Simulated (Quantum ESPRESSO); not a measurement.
# ZnS (F-43m): a volume series of phonon spectra, part 2 of 9

Aim: how the vibrations of ZnS shift with volume, and the expansion that follows.

What experiment has found for this phase:
- bulk modulus 71.4 GPa near room temperature (given in “High-Throughput Prediction of Finite-Temperature Properties using the Quasi-Harmonic Approximation”, 2016, arXiv:1603.06924)

Quantum ESPRESSO 7.5; DFT LDA, scalar-relativistic, plane waves, GBRV ultrasoft pseudopotentials.

So far. Step 2 (Probe on a coarse mesh): The start is under -5.2 GPa at this level and looks like an insulator or semiconductor on this mesh.

The database entry behind the starting cell differs from later determinations by our own check (about 0.1 % short), so it need not match the best structure at ambient conditions.

## (3) Finding the static equilibrium

Phonons are second derivatives about a minimum, so cell and atoms are relaxed first, inside the symmetry of the start.

The input, relax.in:

```
 &control
    calculation='vc-relax',
    prefix='x',
    outdir='./tmp',
    pseudo_dir='./pseudo',
    tprnfor=.true.,
    tstress=.true.,
    forc_conv_thr=2.0d-05,
    etot_conv_thr=1.0d-07,
    nstep=40,
 /
 &system
    ibrav=0,
    nat=2,
    ntyp=2,
    ecutwfc=45.0,
    ecutrho=270.0,
    occupations='fixed',
    nbnd=15,
 /
 &electrons
    conv_thr=1.0d-11,
    mixing_beta=0.7,
    electron_maxstep=100,
 /
 &ions
 /
 &cell
    press_conv_thr=0.1,
 /
ATOMIC_SPECIES
 Zn     65.3800  Zn.upf
 S      32.0600  S.upf
CELL_PARAMETERS angstrom
     0.000000000    2.702000000    2.702000000
     2.702000000    0.000000000    2.702000000
     2.702000000    2.702000000    0.000000000
ATOMIC_POSITIONS crystal
 Zn     0.250000000   0.250000000   0.250000000
 S      0.000000000   0.000000000   0.000000000
K_POINTS automatic
 10 10 10 0 0 0
```

Launch:

```
$ OMP_NUM_THREADS=1 mpirun -n 8 pw.x -nk 8 -in relax.in > relax.out
```

Log:

```text
[banner, memory and clock lines left out]
Program PWSCF v.7.5

     Message from routine setup:
     using ibrav=0 with symmetry is DISCOURAGED, use correct ibrav instead

     G-vector sticks info

     bravais-lattice index     =            0
     lattice parameter (alat)  =       7.2210  a.u.
     unit-cell volume          =     266.2457 (a.u.)^3
     number of atoms/cell      =            2
     number of atomic types    =            2
     number of electrons       =        26.00
     number of Kohn-Sham states=           15
     kinetic-energy cutoff     =      45.0000  Ry
     charge density cutoff     =     270.0000  Ry
     scf convergence threshold =      1.0E-11
     mixing beta               =       0.7000
     number of iterations used =            8  plain     mixing
     energy convergence thresh.=      1.0E-07
     force convergence thresh. =      2.0E-05
     press convergence thresh. =      1.0E-01
     Exchange-correlation=  SLA  PZ   NOGX NOGC
                           (   1   1   0   0   0   0   0)
     nstep                     =           40

     celldm(1)=   7.221031  celldm(2)=   0.000000  celldm(3)=   0.000000
     celldm(4)=   0.000000  celldm(5)=   0.000000  celldm(6)=   0.000000

     crystal axes: (cart. coord. in units of alat)
               a(1) = (   0.000000   0.707107   0.707107 )
               a(2) = (   0.707107   0.000000   0.707107 )
               a(3) = (   0.707107   0.707107   0.000000 )

     reciprocal axes: (cart. coord. in units 2 pi/alat)
               b(1) = ( -0.707107  0.707107  0.707107 )
               b(2) = (  0.707107 -0.707107  0.707107 )
               b(3) = (  0.707107  0.707107 -0.707107 )

     PseudoPot. # 1 for Zn read from file:
     ./pseudo/Zn.upf
     Pseudo is Ultrasoft, Zval = 20.0
     Using radial grid of  943 points,  6 beta functions with:
                l(1) =   0
                l(2) =   0
                l(3) =   1
                l(4) =   1
                l(5) =   2
                l(6) =   2
     Q(r) pseudized with  8 coefficients,  rinner =    1.100   1.100   1.100
                                                       1.100   1.100

     PseudoPot. # 2 for S  read from file:
     ./pseudo/S.upf
     Pseudo is Ultrasoft + core correction, Zval =  6.0
     Using radial grid of  907 points,  6 beta functions with:
                l(1) =   0
                l(2) =   0
                l(3) =   1
                l(4) =   1
                l(5) =   2
                l(6) =   2
     Q(r) pseudized with  8 coefficients,  rinner =    1.300   1.300   1.300
                                                       1.300   1.300

     atomic species   valence    mass     pseudopotential
     Zn               20.00    65.38000     Zn( 1.00)
     S                 6.00    32.06000     S ( 1.00)

     24 Sym. Ops. (no inversion) found

   Cartesian axes

     site n.     atom                  positions (alat units)
         1        Zn     tau(   1) = (   0.3535534   0.3535534   0.3535534  )
         2        S      tau(   2) = (   0.0000000   0.0000000   0.0000000  )

     number of k points=    47
                       cart. coord. in units 2pi/alat
        k(    1) = (   0.0000000   0.0000000   0.0000000), wk =   0.0020000
        k(    2) = (   0.0707107   0.0707107  -0.0707107), wk =   0.0160000
        k(    3) = (   0.1414214   0.1414214  -0.1414214), wk =   0.0160000
        k(    4) = (   0.2121320   0.2121320  -0.2121320), wk =   0.0160000
        k(    5) = (   0.2828427   0.2828427  -0.2828427), wk =   0.0160000
        k(    6) = (  -0.3535534  -0.3535534   0.3535534), wk =   0.0080000
        k(    7) = (   0.1414214  -0.0000000   0.0000000), wk =   0.0120000
        k(    8) = (   0.2121320   0.0707107  -0.0707107), wk =   0.0480000
        k(    9) = (   0.2828427   0.1414214  -0.1414214), wk =   0.0480000
        k(   10) = (   0.3535534   0.2121320  -0.2121320), wk =   0.0480000
        k(   11) = (  -0.2828427  -0.4242641   0.4242641), wk =   0.0480000
        k(   12) = (  -0.2121320  -0.3535534   0.3535534), wk =   0.0480000
        k(   13) = (  -0.1414214  -0.2828427   0.2828427), wk =   0.0480000
        k(   14) = (  -0.0707107  -0.2121320   0.2121320), wk =   0.0480000
        k(   15) = (   0.0000000  -0.1414214   0.1414214), wk =   0.0240000
        k(   16) = (   0.2828427  -0.0000000   0.0000000), wk =   0.0120000
[...]
Dense  grid:    19891 G-vectors     FFT dimensions: (  40,  40,  40)

     Smooth grid:    10969 G-vectors     FFT dimensions: (  32,  32,  32)

     Initial potential from superposition of free atoms

     starting charge      25.9999, renormalised to      26.0000
     Starting wfcs are   17 randomized atomic wfcs

     per-process dynamical memory:    29.5 Mb

     Self-consistent Calculation

     iteration #  1     ecut=    45.00 Ry     beta= 0.70
     Davidson diagonalization with overlap
     ethr =  1.00E-02,  avg # of iterations =  3.6

     Threshold (ethr) on eigenvalues was too large:
     Diagonalizing with lowered threshold

     Davidson diagonalization with overlap
     ethr =  3.67E-04,  avg # of iterations =  2.5

     total energy              =    -485.40670067 Ry
     estimated scf accuracy    <       0.09705397 Ry

     iteration #  2     ecut=    45.00 Ry     beta= 0.70
     Davidson diagonalization with overlap
     ethr =  3.73E-04,  avg # of iterations =  2.3

     total energy              =    -485.42998097 Ry
     estimated scf accuracy    <       0.08725509 Ry

     iteration #  3     ecut=    45.00 Ry     beta= 0.70
     Davidson diagonalization with overlap
     ethr =  3.36E-04,  avg # of iterations =  2.0

     total energy              =    -485.44814293 Ry
     estimated scf accuracy    <       0.00243811 Ry

     iteration #  4     ecut=    45.00 Ry     beta= 0.70
     Davidson diagonalization with overlap
     ethr =  9.38E-06,  avg # of iterations =  4.1

     total energy              =    -485.44889902 Ry
     estimated scf accuracy    <       0.00020690 Ry

     iteration #  5     ecut=    45.00 Ry     beta= 0.70
     Davidson diagonalization with overlap
     ethr =  7.96E-07,  avg # of iterations =  2.8

     total energy              =    -485.44891958 Ry
     estimated scf accuracy    <       0.00001517 Ry

     iteration #  6     ecut=    45.00 Ry     beta= 0.70
     Davidson diagonalization with overlap
     ethr =  5.84E-08,  avg # of iterations =  3.9

     total energy              =    -485.44892565 Ry
     estimated scf accuracy    <       0.00000012 Ry

     iteration #  7     ecut=    45.00 Ry     beta= 0.70
[...]
S                 6.00    32.06000     S ( 1.00)

     24 Sym. Ops. (no inversion) found

   Cartesian axes

     site n.     atom                  positions (alat units)
         1        Zn     tau(   1) = (   0.3462468   0.3462468   0.3462468  )
         2        S      tau(   2) = (  -0.0000000  -0.0000000   0.0000000  )

     number of k points=    47
                       cart. coord. in units 2pi/alat
[...]
k(   40) = (   0.0000000  -0.2888113   0.4332170), wk =   0.0480000
        k(   41) = (  -0.1444057  -0.5776227   0.7220283), wk =   0.0480000
        k(   42) = (  -0.0722028  -0.5054198   0.6498255), wk =   0.0960000
        k(   43) = (  -0.0000000  -0.4332170   0.5776227), wk =   0.0480000
        k(   44) = (  -0.7220283   0.1444057   0.0000000), wk =   0.0240000
        k(   45) = (  -0.1444057  -0.4332170   0.7220283), wk =   0.0480000
        k(   46) = (  -0.0722028  -0.3610142   0.6498255), wk =   0.0480000
        k(   47) = (  -0.7220283   0.2888113   0.0000000), wk =   0.0240000

     Dense  grid:    18883 G-vectors     FFT dimensions: (  40,  40,  40)

     Smooth grid:    10177 G-vectors     FFT dimensions: (  32,  32,  32)

     Initial potential from superposition of free atoms

     starting charge      25.9999, renormalised to      26.0000
     Starting wfcs are   17 randomized atomic wfcs

     per-process dynamical memory:    33.6 Mb

     Self-consistent Calculation

[...]
c_bands:  1 eigenvalues not converged
     c_bands:  1 eigenvalues not converged
     c_bands:  1 eigenvalues not converged
[...]
total energy              =    -485.45124377 Ry
[...]
iteration #  5     ecut=    45.00 Ry     beta= 0.70
     Davidson diagonalization with overlap
     ethr =  6.61E-07,  avg # of iterations =  2.2

     total energy              =    -485.45126306 Ry
     estimated scf accuracy    <       0.00001240 Ry

     iteration #  6     ecut=    45.00 Ry     beta= 0.70
     Davidson diagonalization with overlap
     ethr =  4.77E-08,  avg # of iterations =  3.6

     total energy              =    -485.45126755 Ry
     estimated scf accuracy    <       0.00000010 Ry

     iteration #  7     ecut=    45.00 Ry     beta= 0.70
     Davidson diagonalization with overlap
     ethr =  3.96E-10,  avg # of iterations =  5.8

     total energy              =    -485.45126771 Ry
     estimated scf accuracy    <       0.00000004 Ry

     iteration #  8     ecut=    45.00 Ry     beta= 0.70
     Davidson diagonalization with overlap
     ethr =  1.64E-10,  avg # of iterations =  2.0

     total energy              =    -485.45126772 Ry
     estimated scf accuracy    <          2.7E-10 Ry

     iteration #  9     ecut=    45.00 Ry     beta= 0.70
     Davidson diagonalization with overlap
     ethr =  1.05E-12,  avg # of iterations =  6.9

     total energy              =    -485.45126772 Ry
     estimated scf accuracy    <          4.2E-11 Ry

     iteration # 10     ecut=    45.00 Ry     beta= 0.70
     Davidson diagonalization with overlap
     ethr =  1.62E-13,  avg # of iterations =  2.6

     total energy              =    -485.45126772 Ry
     estimated scf accuracy    <          7.8E-12 Ry

     iteration # 11     ecut=    45.00 Ry     beta= 0.70
     Davidson diagonalization with overlap
     ethr =  1.00E-13,  avg # of iterations =  1.0

     total energy              =    -485.45126772 Ry
     estimated scf accuracy    <          9.3E-13 Ry

     iteration # 12     ecut=    45.00 Ry     beta= 0.70
     Davidson diagonalization with overlap
     ethr =  1.00E-13,  avg # of iterations =  1.0

     End of self-consistent calculation

          k = 0.0000 0.0000 0.0000 (  1243 PWs)   bands (ev):

[...]
k = 0.2888 0.1444-0.1444 (  1291 PWs)   bands (ev):

[...]
k = 0.3610 0.2166-0.2166 (  1270 PWs)   bands (ev):

[...]
k = 0.0000-0.1444 0.1444 (  1283 PWs)   bands (ev):

[...]
k = 0.2888 0.0000-0.0000 (  1295 PWs)   bands (ev):

[...]
k = 0.3610 0.0722-0.0722 (  1288 PWs)   bands (ev):

[...]
k = 0.4332 0.1444-0.1444 (  1270 PWs)   bands (ev):

[...]
k = 0.0000-0.2888 0.2888 (  1289 PWs)   bands (ev):

[...]
k = 0.4332-0.0000 0.0000 (  1283 PWs)   bands (ev):

[...]
k = 0.5054 0.0722-0.0722 (  1274 PWs)   bands (ev):

[...]
k = 0.5776 0.0000-0.0000 (  1262 PWs)   bands (ev):

[...]
k = 0.2888 0.1444 0.0000 (  1288 PWs)   bands (ev):

[...]
k = 0.3610 0.2166-0.0722 (  1283 PWs)   bands (ev):

[...]
k = 0.4332 0.1444 0.0000 (  1282 PWs)   bands (ev):

[...]
k =-0.2166-0.5054 0.6498 (  1274 PWs)   bands (ev):

[...]
k =-0.1444-0.4332 0.5776 (  1271 PWs)   bands (ev):

[...]
k =-0.0722-0.3610 0.5054 (  1272 PWs)   bands (ev):

[...]
k = 0.0000-0.2888 0.4332 (  1275 PWs)   bands (ev):

  -116.9414 -71.5737 -71.5737 -71.5736  -5.1352   0.7588   0.7886   0.9290
     1.1913   1.2652   3.1277   4.5862   6.0634  12.5680  13.3614

          k =-0.1444-0.5776 0.7220 (  1273 PWs)   bands (ev):

  -116.9413 -71.5737 -71.5737 -71.5737  -4.9180   0.6105   0.9318   0.9870
     1.2589   1.3271   2.8886   4.7793   5.0459  11.2630  11.9757

          k =-0.0722-0.5054 0.6498 (  1268 PWs)   bands (ev):

  -116.9413 -71.5737 -71.5737 -71.5736  -4.8057   0.6871   0.9454   1.0439
     1.2336   1.5309   2.4788   4.2261   4.9708  11.5902  12.7912

          k =-0.0000-0.4332 0.5776 (  1273 PWs)   bands (ev):

  -116.9413 -71.5737 -71.5737 -71.5737  -4.8163   0.7407   0.9177   1.1152
     1.1900   1.5849   2.3745   3.8915   5.2400  11.9397  13.7446

          k =-0.7220 0.1444 0.0000 (  1280 PWs)   bands (ev):

  -116.9414 -71.5738 -71.5737 -71.5737  -4.7682   0.6147   0.9893   1.0296
     1.2606   1.5164   2.4378   4.6569   4.6922  11.0526  11.8208

          k =-0.1444-0.4332 0.7220 (  1277 PWs)   bands (ev):

  -116.9413 -71.5738 -71.5737 -71.5737  -4.8690   0.7477   0.8808   1.0604
     1.2085   1.4495   2.6135   4.2188   5.0805  12.6637  13.1245

          k =-0.0722-0.3610 0.6498 (  1264 PWs)   bands (ev):

  -116.9413 -71.5737 -71.5737 -71.5736  -4.8022   0.7633   0.9118   1.1362
     1.1481   1.6112   2.3756   4.0740   4.8521  12.7880  13.4329

          k =-0.7220 0.2888 0.0000 (  1266 PWs)   bands (ev):

  -116.9413 -71.5737 -71.5737 -71.5737  -4.7643   0.7376   0.9529   1.0784
     1.1879   1.6458   2.3961   4.3098   4.4022  12.4682  13.1414

     highest occupied, lowest unoccupied level (ev):     7.3799    9.5082

!    total energy              =    -485.45126772 Ry
     estimated scf accuracy    <          3.5E-14 Ry

     The total energy is the sum of the following terms:
     one-electron contribution =    -446.91335553 Ry
     hartree contribution      =     230.61816846 Ry
     xc contribution           =     -50.03231781 Ry
     ewald contribution        =    -219.12376284 Ry

     convergence has been achieved in  12 iterations

     Forces acting on atoms (cartesian axes, Ry/au):

     atom    1 type  1   force =    -0.00000000   -0.00000000    0.00000000
     atom    2 type  2   force =     0.00000000    0.00000000   -0.00000000

     Total force =     0.000000     Total SCF correction =     0.000000

     Computing stress (Cartesian axis) and pressure

          total   stress  (Ry/bohr**3)                   (kbar)     P=        0.65
   0.00000439   0.00000000   0.00000000            0.65        0.00        0.00
   0.00000000   0.00000439  -0.00000000            0.00        0.65       -0.00
   0.00000000   0.00000000   0.00000439            0.00        0.00        0.65

     XML data file, charge density, pseudopotentials, collected wavefunctions
```

The job ended after 23 s (8 MPI ranks of Arm Neoverse N1, shared host; 3.1 min of CPU time).

The steps of the relaxation:

| step | energy less that of the first step (eV) | largest force (eV/Å) | volume (Å³) |
| --- | --- | --- | --- |
| 1 | 0.0000 | 0.0000 | 39.45 |
| 2 | -0.0230 | 0.0000 | 38.51 |
| 3 | -0.0373 | 0.0000 | 37.12 |
| 4 | -0.0373 | 0.0000 | 37.05 |
| 5 | -0.0373 | 0.0000 | 37.06 |
| 6 | -0.0319 | 0.0000 | 37.06 |

| conventional cell, symmetrised | before | after | change |
| --- | --- | --- | --- |
| a (Å) | 5.404 | 5.292 | -2.1 % |
| b (Å) | 5.404 | 5.292 | -2.1 % |
| c (Å) | 5.404 | 5.292 | -2.1 % |
| volume (Å³/atom) | 19.73 | 18.53 | -6.1 % |

Final coordinates:

```cif
data_structure
_symmetry_space_group_name_H-M 'P 1'
_symmetry_Int_Tables_number 1
_cell_length_a 3.7422
_cell_length_b 3.7422
_cell_length_c 3.7422
_cell_angle_alpha 60.000
_cell_angle_beta 60.000
_cell_angle_gamma 60.000
_cell_volume 37.06
loop_
_atom_site_label
_atom_site_type_symbol
_atom_site_fract_x
_atom_site_fract_y
_atom_site_fract_z
_atom_site_occupancy
Zn1 Zn 0.25000 0.25000 0.25000 1
S2 S 0.00000 0.00000 0.00000 1
```

This step gave:

* volume per atom: 18.53 Å³
* pressure: 0.065 GPa
* gap on the k-mesh: 2.128 eV

After the last step pw.x solved the final cell once more on a basis chosen for it, which moves the energy without moving the atoms.

[end of part 2 of 9]

[Logs are printed without paths, hosts, clocks, repeated set-up lines and the standing remarks that a program may print on its own settings, such as how far it seeks lower states.]

[Hosts, paths, dates, database ids (printed as entryN), source tags and the programs' standing remarks are cut or masked in the printed files.]

[A step with changed settings may run another functional than the one named; its input shows which.]

[Of the runs on displaced cells, only some may be shown.]
